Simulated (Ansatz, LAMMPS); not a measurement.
# Convergence of a linear-scaling basis for rapidly quenched Al54Cu46 (at. %) (111 atoms), part 2 of 2

Aim: test how closely localised support functions follow the reference on rapidly quenched Al54Cu46 (at. %) (111 atoms), and at what cost. A setting counts as converged where the r.m.s. difference of forces stays under 1 % of the r.m.s. force.

Ansatz 0.2.0; Kohn-Sham DFT, PBE, PAW (set soft_2), plane waves.

The cell: 60 Al and 51 Cu. The quench rate of 500 K/ps is many orders above laboratory rates. The network of bonds at the start is that of the classical potential that made the cell.

So far. Step 4 (Support functions low): Forces differ from the reference by 0.92 meV/Å r.m.s., 0.41 % of their size, within a tolerance of 1 %; the energy by -1.9 meV/atom.

## (5) Support functions medium

The level medium is asked for. Here it resolves to the same grid and radius as in the run with support functions low, so the basis is not new.

This step: Kohn-Sham DFT, PBE, PAW (set soft_2), localised support functions (medium) (Ansatz 0.2.0).

Input file input.yaml:

```yaml
crystal:
  lattice:
    - [11.73944, 0.0, 0.0]
    - [0.0, 11.73944, 0.0]
    - [0.0, 0.0, 11.73944]
  atoms:
    [... the 111 atom lines of step 3 ...]
kpoints:
  mp_grid: { grid: [2, 2, 2] }
hamiltonian:
  xc: pbe
scf:
  occupations: { method: fermi_dirac, width: 0.1 }
  eigensolver: { kind: { support_functions: { accuracy: medium } } }
  max_iter: 150
output:
  forces: true
  eigenvalues: true
```

Run with:

```bash
> ansatz run input.yaml --threads 8 --pin off --max-ram 15872MiB --backend cpu --events-out ev --progress --plain --runs-dir out
```

Numbers of over 12 decimals in the logs are rounded to 6 here.

Log:

```text
[...]
Crystal: 111 atoms, lattice volume = 1617.864 Å³
Basis set: ecut = 420 eV, 31463 PW (Γ), exchange–correlation on 160×160×160 points (8 copies of the dense FFT grid, shifted against one another)
Bands: 690, of which v1, the nominal top of the filled ones, is band 575 counted from 1 (574 counted from 0)
Symmetry: 1 space group operations
k-points: 8
[...]
Eigensolver: Support functions (medium, 54×54×54 points, laid for a spacing of at most 0.228497 Å, radius 3.749157 Å, 1 species' potentials softened for the grid, 2 wholly corrected for its errors in the mean over positions, 2 with the egg-box correction, energy correction by stochastic trace)
[...]
SCF iter   1: F=—  HF=-370221.255266 eV  |F-HF|=—  |Δ(HF+E_count)|=         —  Δρ=3.09e-1  dr2=1.45e3  ethr=1.00e-1
[...]
SCF iter  16: F=-370137.657452 eV  HF=-370137.657453 eV  |F-HF|=4.17e-7  |Δ(HF+E_count)|=   4.36e-3  Δρ=5.67e-6  dr2=3.46e-7  ethr=1.95e-9
SCF 1 converged in 16 iterations: F = -370137.749095 eV  dr2 = 3.46e-7
[...]
SCF converged after 16 iterations
[...]
Free energy (F): -370137.749095 eV
[...]
Internal energy: -370136.460142 eV  (E = F + TS)
E sigma→0 (E₀):  -370137.104618 eV
Entropy (-TS):   -1.288952 eV (-11.612 meV/atom)
Fermi energy:    11.243428 eV
[...]
--- Forces (eV/Å), atoms counted from 1 ---
  atom   1  Al    -0.40091248    -0.15854174    -0.39133873
  atom   2  Al     0.58464766    -0.13500635    -0.02287740
  atom   3  Al    -0.18966185    -0.33757828    -0.05998439
  atom   4  Al     0.12348518    -0.27658943    -0.00598761
  atom   5  Al     0.14344493    -0.34402031     0.08584286
  atom   6  Al    -0.22785192     0.21323209     0.19640917
  atom   7  Al    -0.06946189     0.14129728    -0.03337752
  atom   8  Al    -0.10919984    -0.12888497     0.17967358
  atom   9  Al    -0.26638670    -0.11633645     0.20169794
  atom  10  Al    -0.24431276     0.14922288     0.10485371
  atom  11  Al    -0.06672401     0.06129959    -0.11051790
  atom  12  Al     0.02627129     0.30119391    -0.19518726
  atom  13  Al    -0.22639635     0.12034986    -0.18049811
  atom  14  Al    -0.36246634    -0.00278328     0.03253668
[...]
atom 110  Cu     0.15494821    -0.17981470    -0.04103826
  atom 111  Cu     0.37862255     0.12075575     0.17027622
  max |Σ_I F_I| component: 1.78e-2 eV/Å
--- Band table (eV; the first three rows and the last of 8) ---
[...]
```

Wall time 3.5 min (8 threads of Arm Neoverse V2, shared host); peak memory 4.1 GiB; 27 min of CPU time.

Keys that differ from the reference: support_functions.accuracy = "medium" and scf.max_iter = 150.

Forces differ from the reference by 0.92 meV/Å r.m.s., 0.41 % of their size, within a tolerance of 1 %; the energy by -1.9 meV/atom.

## (6) Support functions medium, radius 3.0 Å

The radius confines each support function; a larger one gives more freedom and more work per atom.

input.yaml, the sections that differ from step 5:

```yaml
scf:
  occupations: { method: fermi_dirac, width: 0.1 }
  eigensolver: { kind: { support_functions: { accuracy: medium, radius: 3.0 } } }
  max_iter: 150
# crystal, kpoints, hamiltonian, output: as in step 5
```

Log:

```text
Warning: scf.eigensolver.kind.support_functions: disabling space-group detection — the functions' gradient is summed over unrotated k-points, so no spatial operation reduces the k-mesh or symmetrises the density; time reversal is kept, so that k and −k are solved as one point where they differ and the mesh holds both, and exact exchange and, on two spinor components, a DFT+U term hold to it where the run has them: [...]
settings of this run that can trade accuracy for cost: scf.eigensolver.kind.support_functions [...]
Engine: ansatz 0.2.0, aarch64-unknown-linux-gnu
Pseudopotentials: kind: paw
Pseudopotential: Al, paw, valence charge 3, recommended cutoff 420 eV (normal), Al.paw.azcp
Pseudopotential: Cu, paw, valence charge 19, recommended cutoff 420 eV (normal), Cu.paw.azcp
[... 5 lines on functional and potentials left out ...]
Error: SCF: the radius of support functions is under 3.57 Å, the least for these sites at the functions' level (scf.eigensolver.kind.support_functions.accuracy). Use scf.eigensolver.kind: auto, or type scf.eigensolver.kind.support_functions.radius at least as long, [...]
```

It took 0.87 s on 8 threads; peak memory 0.31 GiB.

The program refuses radii under 3.57 Å for these atoms at this level.

Runs without a result: support functions medium, radius 3.0 Å (error).

## (7) The ladder side by side

Each row is set against the plane-wave reference (Kohn-Sham DFT, PBE, PAW (set soft_2), plane waves; r.m.s. force component 0.223 eV/Å). Energies are set beside the reference only for runs with its functional, potentials and electron count. Times are for 8 threads of Arm Neoverse V2, shared host. The reference's time includes the DOS, the stress and grids, which some other runs skip.

```tsv
run	Δ force, r.m.s. (meV/Å)	share of r.m.s. force (%)	Δ energy (meV/atom)	cycles	time	host memory (GiB)
reference	-	-	-	10	5.4 min	12
support functions low	0.92	0.412	-1.88	16	3.3 min	4.1
support functions medium	0.92	0.412	-1.88	16	3.5 min	4.1
```

## (8) What the reference run shows

With the settings judged, the reference run is read for its physics.

Neighbours are counted within 3.51 Å (Al-Al), 3.51 Å (Al-Cu), 3.51 Å (Cu-Cu), cutoffs set anew for this text.

Length of the force by element and coordination:

```tsv
element	coordination	atoms	mean length of the force (eV/Å)	spread	least	most
Al	all	60	0.381	0.164	0.0849	0.854
Al	11	1	0.651	0	0.651	0.651
Al	12	12	0.441	0.178	0.189	0.820
Al	13	28	0.380	0.150	0.104	0.854
Al	14	13	0.344	0.143	0.0849	0.639
Al	15	6	0.305	0.168	0.143	0.664
Cu	all	51	0.321	0.141	0.0804	0.672
Cu	11	7	0.270	0.0969	0.150	0.448
Cu	12	24	0.376	0.149	0.110	0.672
Cu	13	16	0.265	0.124	0.0804	0.518
Cu	14	4	0.303	0.0775	0.192	0.411
```

States in the cell by windows of 1 eV, zero at the Fermi level; the larger projections on atomic orbitals stand beside the total:

```tsv
from (eV)	to (eV)	total	Cu d	Al p	Al s	Cu s
-14	-11	0.0	0.0	0.0	0.0	0.0
-11	-10	5.1	0.0	0.9	2.4	1.7
-10	-9	13.3	0.1	4.7	5.4	3.0
-9	-8	17.0	0.4	7.7	5.9	2.8
-8	-7	21.8	1.2	10.6	6.6	3.3
-7	-6	26.9	3.6	12.6	7.1	3.5
-6	-5	39.0	12.2	14.6	7.2	4.7
-5	-4	127.3	96.2	19.7	5.2	5.5
-4	-3	260.1	235.3	17.8	2.8	2.6
-3	-2	149.7	124.9	16.8	4.0	2.6
-2	-1	41.1	15.4	16.4	4.9	3.0
-1	0	39.4	7.0	17.5	7.8	4.4
0	1	39.7	4.2	18.0	8.4	5.2
1	2	42.3	2.9	19.0	8.7	6.1
2	3	39.0	1.8	17.5	6.8	5.8
```

The curve was stored every 0.10 eV, coarse against its broadening of 0.08 eV, so these counts are rough.

The stored curve holds about 741 of the 1149 electrons; the rest, give or take the few that broadening carries across the Fermi level, lie in deeper levels below its range.

The levels nearest the highest filled one (over half full), pooled over k-points and spins:

```tsv
level less the highest filled one (eV)	occupation
-0.0349	1.17
-0.0243	1.12
-0.024	1.12
-0.0177	1.09
-0.0103	1.05
0	1.00
0.0023	0.99
0.0237	0.883
0.0249	0.877
0.0281	0.862
0.042	0.794
0.0499	0.757
```

Electrostatic potential energy in the ac plane at fractional y = 0.176, with atoms of Al and Cu within 0.2 Å of it. With pseudopotentials it is smooth inside the atoms' cores, unlike the true potential.

Ten even steps from '0' (-23 eV) to '9' (13 eV), each cell a mean:
```
999999899997212699999986557899999
999999999999888988899974446899999
998889999999999755568986557888899
986668999989998557647998889974579
986568999999998556647999899975589
998888999999999765579973137999899
999997666899999888999830003899888
689985564589876679999840004897554
479974675589754458999986468985576
479986455799864568999999888986465
789998878899887789999998655688656
987679998766789999899985566479999
962148997455469973126985566479999
973258996477558840001798655799999
998889998545579950003899888999999
999999999887899986458987778999999
899986468999987899999864447999988
568973027999755579999854546899865
547986468999754578999975557999645
458999899999876789999998889999754
789998789999999999987899999999877
999975457999656899865689999888999
999864446884000489765689998888999
999976557983000289987888888899999
```
Columns run along a (11.7 Å; values clipped at the 3rd and 97th percentile), rows up along c (11.7 Å). Atoms in or near the plane, at fractional coordinates: Al at (0.21, 0.65), Al at (0.33, 0.44), Al at (0.77, 0.49), Al at (0.53, 0.83), Al at (0.96, 0.62), Cu at (0.40, 0.02), Cu at (0.56, 0.42), Cu at (0.73, 0.71).

Valence density in the ac plane at fractional y = 0.176, with atoms of Al and Cu within 0.2 Å of it. It is the smooth field of the valence electrons, not physical close to the nuclei.

Ten steps, logarithmic in the rise over the least value, from '0' (0 e/Å³) to '9' (44 e/Å³), each cell a mean:
```
000000000001354100000000000000000
000000000000010000000000000000000
000000000000000000000000000001100
000000000000000000000000000012210
000000000000000000000000000012210
000000000000000000000013431000000
000000000000000000000137973000000
000000000000000000000026862000000
000000000000000000000012221000000
000000000000000000000000000000000
000000000000000000000000000000000
001110000000000000000000000000000
013421000000000013441000000000000
013321000000000037984100000000000
001110000000000026873100000000000
000000000000000001221000000000000
000001221000000000000000000000000
000013431000000000000000000000000
000001210000000000000000000000000
000000000000000000000000000000000
000000000000000000000000000000000
000000000000121000000000000000000
000000000002686300000000000000000
000000000013798410000000000000000
```
Columns run along a (11.7 Å), rows up along c (11.7 Å). Atoms in or near the plane, at fractional coordinates: Al at (0.21, 0.65), Al at (0.33, 0.44), Al at (0.77, 0.49), Al at (0.53, 0.83), Al at (0.96, 0.62), Cu at (0.40, 0.02), Cu at (0.56, 0.42), Cu at (0.73, 0.71).

Within 0.4 eV of the Fermi level the largest share is Al p (48 % of the projected weight).

## (9) Structure statistics

These statistics describe the geometry on which the runs were made.

Density 4.99 g/cm³, 14.58 Å³ an atom.

g(r), total and by pair (bins of 0.1 Å):

```tsv
r (Å)	total	Al-Al	Al-Cu	Cu-Cu
2.25	0.00	0.00	0.00	0.00
2.35	0.04	0.00	0.00	0.18
2.45	0.83	0.00	0.41	2.96
2.55	3.04	0.77	3.77	4.44
2.65	4.79	2.64	6.34	4.10
2.75	4.01	5.77	3.50	2.75
2.85	2.50	3.35	2.55	1.23
2.95	1.66	2.30	1.79	0.46
3.05	0.75	1.01	0.86	0.10
3.15	0.55	1.08	0.42	0.10
3.25	0.36	0.34	0.40	0.28
3.35	0.39	0.32	0.48	0.26
3.45	0.32	0.36	0.39	0.08
3.55	0.36	0.28	0.37	0.47
3.65	0.44	0.32	0.41	0.67
3.75	0.33	0.15	0.51	0.14
3.85	0.58	0.34	0.62	0.80
3.95	0.42	0.41	0.41	0.45
4.05	0.52	0.56	0.51	0.49
4.15	0.82	0.62	0.90	0.92
4.25	0.87	0.63	0.77	1.42
4.35	0.96	0.72	1.06	1.05
4.45	1.29	1.12	1.36	1.35
4.55	1.27	1.00	1.52	1.05
4.65	1.10	1.32	1.03	0.96
4.75	1.71	1.90	1.79	1.23
4.85	1.51	1.79	1.32	1.55
4.95	1.31	1.48	1.24	1.25
5.05	1.28	1.12	1.32	1.40
5.15	1.41	1.35	1.32	1.71
5.25	1.33	1.48	1.27	1.26
5.35	1.26	1.40	1.21	1.18
5.45	1.06	1.08	1.06	1.03
5.55	1.01	1.05	1.00	1.00
5.65	0.79	0.81	0.78	0.78
5.75	0.56	0.69	0.51	0.48
5.85	0.54	0.56	0.54	0.49
```

Neighbours by pair of elements; one cutoff, the widest of the pairs' first minima of g(r), serves all pairs of this metal (cutoffs were set anew for this text, so counts can differ from the run's own analysis):

```tsv
pair A-B	cutoff (Å)	bonds	mean length (Å)	spread (Å)	shortest (Å)	B about A	A about B
Al-Al	3.51	204	2.87	0.204	2.54	6.8	6.8
Al-Cu	3.51	383	2.8	0.231	2.44	6.38	7.51
Cu-Cu	3.51	123	2.70	0.239	2.40	4.82	4.82
```

How many atoms have how many bonded neighbours:

```tsv
element	mean	11	12	13	14	15
Al	13.2	1	12	28	13	6
Cu	12.3	7	24	16	4	0
```

First main peaks of g(r), for some of the pairs, lie near 2.8 Å (Al-Al), 2.7 Å (Al-Cu) and 2.6 Å (Cu-Cu). Counting bonds as in the table, 47 % of Al atoms have 13 and 47 % of Cu atoms have 12 bonded neighbours.

Local excerpt of 14 atoms (numbers count through the whole input) about Al59, which bears the longest force; x, y, z are measured from there.

```tsv
atom	x	y	z	distance (Å)	bonds	Fx	Fy	Fz (eV/Å)
Al59	0.00	0.00	0.00	0.00	13	0.70	0.46	-0.14
Cu78	0.46	1.57	-1.89	2.50	12	-0.04	0.08	-0.20
Al7	-2.09	0.21	1.51	2.59	13	-0.07	0.14	-0.03
Cu99	2.17	-0.14	1.45	2.61	12	-0.27	0.00	-0.06
Al1	0.88	-2.37	-0.77	2.64	13	-0.40	-0.16	-0.39
Cu87	2.38	-0.33	-1.16	2.67	13	-0.22	0.02	-0.20
Al31	-1.69	-1.34	-1.66	2.73	12	0.14	-0.12	0.48
Al42	0.27	-1.79	2.07	2.74	14	-0.20	-0.02	-0.08
Cu79	0.27	1.18	2.49	2.77	12	-0.15	-0.38	-0.04
Al11	-0.57	2.69	0.41	2.78	15	-0.07	0.06	-0.11
Al14	-2.41	1.24	-1.07	2.91	14	-0.36	0.00	0.03
Al30	2.14	2.16	0.36	3.06	15	-0.07	-0.20	0.07
Cu100	0.50	-1.08	-3.00	3.22	13	-0.12	0.03	-0.29
Cu69	-1.65	-2.71	0.66	3.24	13	0.13	-0.20	-0.03
```

The column of bonds counts only the pairs Al-Al within 3.51 Å, Al-Cu within 3.51 Å, Cu-Cu within 3.51 Å; other neighbours, such as metal atoms beside each other in a compound, aren't counted, and periodic images can show an atom twice.

## (10) Outcome

- free energy per atom: -3334.5724 eV/atom
- pressure: -1.784 GPa
- r.m.s. force component: 0.2232 eV/Å
- wall time of the 3 DFT runs: 12 min

**Reading.** Against plane waves at 420 eV, the forces differ by 0.92 meV/Å (0.41 %) with support functions medium. Differences between support functions and plane waves include what basis error the plane-wave run still has.

122 levels are partly filled, by over 2 % (on the run's k-points), as in a metal. Counting bonds as in the table, 47 % of Al atoms have 13 and 47 % of Cu atoms have 12 bonded neighbours.

**Limits.** The geometry was minimised with a classical potential after classical dynamics and isn't relaxed at this level: its force components are 0.22 eV/Å r.m.s. The pressure of -1.8 GPa belongs to a cell and atoms that aren't relaxed at this level.

[Logs are printed without paths, hosts, clocks, repeated set-up lines and the standing remarks that a program may print on its own settings, such as how far it seeks lower states.]

[Hosts, paths, dates, database ids (printed as entryN), source tags and the programs' standing remarks are cut or masked in the printed files.]
